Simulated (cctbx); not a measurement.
**Ni9S6O4 with cctbx, script by script**

Library: cctbx 2025.11.

## 1. Energy scan

run.py:

```python
from cctbx import adptbx, crystal, miller, xray
from cctbx.array_family import flex
from cctbx.eltbx import sasaki

cs = crystal.symmetry(unit_cell=(5.928, 6.924, 7.755, 102.26, 98.05, 106.14), space_group_symbol='Hall: -P 1')  # P-1
atoms = [  # label, site, U (iso, or U11 U22 U33 U12 U13 U23 in A^2), occupancy
    ("Ni1", (0.8003, 0.1013, 0.6054), (0.0146, 0.0146, 0.0119, 0.0068, 0.0042, 0.0023), 1),
    ("Ni2", (0.3933, 0.3027, 0.8101), (0.0117, 0.0129, 0.0134, 0.0063, 0.0041, 0.0033), 1),
    ("Ni3", (0.7944, 0.5891, 0.6039), (0.0116, 0.0123, 0.0126, 0.0032, 0.0026, 0.0038), 1),
    ("Ni4", (0.3988, 0.7999, 0.8024), (0.0154, 0.0241, 0.0183, 0.0109, 0.0025, 0.0038), 1),
    ("Ni5", (0, 0, 0), (0.0132, 0.0159, 0.0163, 0.0066, 0.0060, 0.0055), 1),
    ("S1", (0.1047, 0.9531, 0.7108), (0.0159, 0.0123, 0.0129, 0.0038, 0.0023, 0.0015), 1),
    ("S2", (0.6814, 0.6636, 0.8948), (0.0235, 0.0286, 0.0267, 0.0078, 0.0038, 0.0073), 1),
    ("S3", (0.5021, 0.7509, 0.4985), (0.0117, 0.0171, 0.0186, 0.0021, 0.0058, 0.0054), 1),
    ("O1", (0.1113, 0.4548, 0.6789), (0.0176, 0.0256, 0.0214, 0.0079, 0.0116, 0.0051), 1),
    ("O2", (0.6663, 0.1157, 0.8766), (0.0285, 0.0187, 0.0225, 0.0080, -0.0047, 0.0037), 1),
]
xs = xray.structure(crystal_symmetry=cs)
for label, site, u, occ in atoms:
    u = adptbx.u_cif_as_u_star(cs.unit_cell(), u) if isinstance(u, tuple) else u
    xs.add_scatterer(xray.scatterer(label, site=site, u=u, occupancy=occ))
hkl = [(0, 1, 0), (1, -1, 0), (0, 0, 1), (0, -1, 1)]
ms = miller.set(cs, flex.miller_index(hkl + [tuple(-v for v in h) for h in hkl]), anomalous_flag=True)
print("E (eV)    f'(Ni)   f''   " + "".join("%16s" % ("|F|" + " ".join(map(str, h))) for h in hkl))
for e in [7733, 8083, 8213, 8273, 8303, 8318, 8325, 8329, 8337, 8341, 8348, 8363, 8393, 8483, 8733]:
    xs.set_inelastic_form_factors(12398.42 / e, "sasaki")
    t = sasaki.table("Ni").at_ev(e)
    f = flex.abs(ms.structure_factors_from_scatterers(xs, algorithm="direct").f_calc().data())
    n = len(hkl)
    print("%7.0f %7.2f %6.2f  " % (e, t.fp(), t.fdp()) + "".join("%9.1f/%6.1f" % (f[k], f[k + n]) for k in range(n)))
```

```console
$ python run.py
```

```text
E (eV)    f'(Ni)   f''           |F|0 1 0       |F|1 -1 0        |F|0 0 1       |F|0 -1 1
   7733   -2.36   0.55       31.4/  31.4     46.6/  46.6     28.9/  28.9     31.1/  31.1
   8083   -3.19   0.51       30.7/  30.7     45.8/  45.8     28.2/  28.2     30.3/  30.3
   8213   -3.91   0.49       30.1/  30.1     45.1/  45.1     27.7/  27.7     29.5/  29.5
   8273   -4.62   0.48       29.5/  29.5     44.4/  44.4     27.1/  27.1     28.9/  28.9
   8303   -5.35   0.48       28.8/  28.8     43.7/  43.7     26.5/  26.5     28.2/  28.2
   8318   -6.08   0.48       28.2/  28.2     43.0/  43.0     26.0/  26.0     27.4/  27.4
   8325   -6.74   0.48       27.6/  27.6     42.3/  42.3     25.4/  25.4     26.8/  26.8
   8329   -7.45   0.48       27.0/  27.0     41.6/  41.6     24.9/  24.9     26.1/  26.1
   8337   -7.63   3.92       27.1/  27.1     41.7/  41.7     25.0/  25.0     26.2/  26.2
   8341   -6.81   3.91       27.8/  27.8     42.5/  42.5     25.6/  25.6     27.0/  27.0
   8348   -6.09   3.91       28.4/  28.4     43.2/  43.2     26.2/  26.2     27.7/  27.7
   8363   -5.30   3.89       29.1/  29.1     44.0/  44.0     26.8/  26.8     28.5/  28.5
   8393   -4.51   3.86       29.8/  29.8     44.7/  44.7     27.4/  27.4     29.2/  29.2
   8483   -3.47   3.77       30.7/  30.7     45.7/  45.7     28.2/  28.2     30.2/  30.2
   8733   -2.34   3.57       31.6/  31.6     46.8/  46.8     29.0/  29.0     31.3/  31.3
```

It took 0.45 s on 1 thread of Arm Neoverse N1 (shared host), peak memory 0.07 GiB.

[Logs are printed without paths, hosts, clocks, repeated set-up lines and the standing remarks that a program may print on its own settings, such as how far it seeks lower states.]
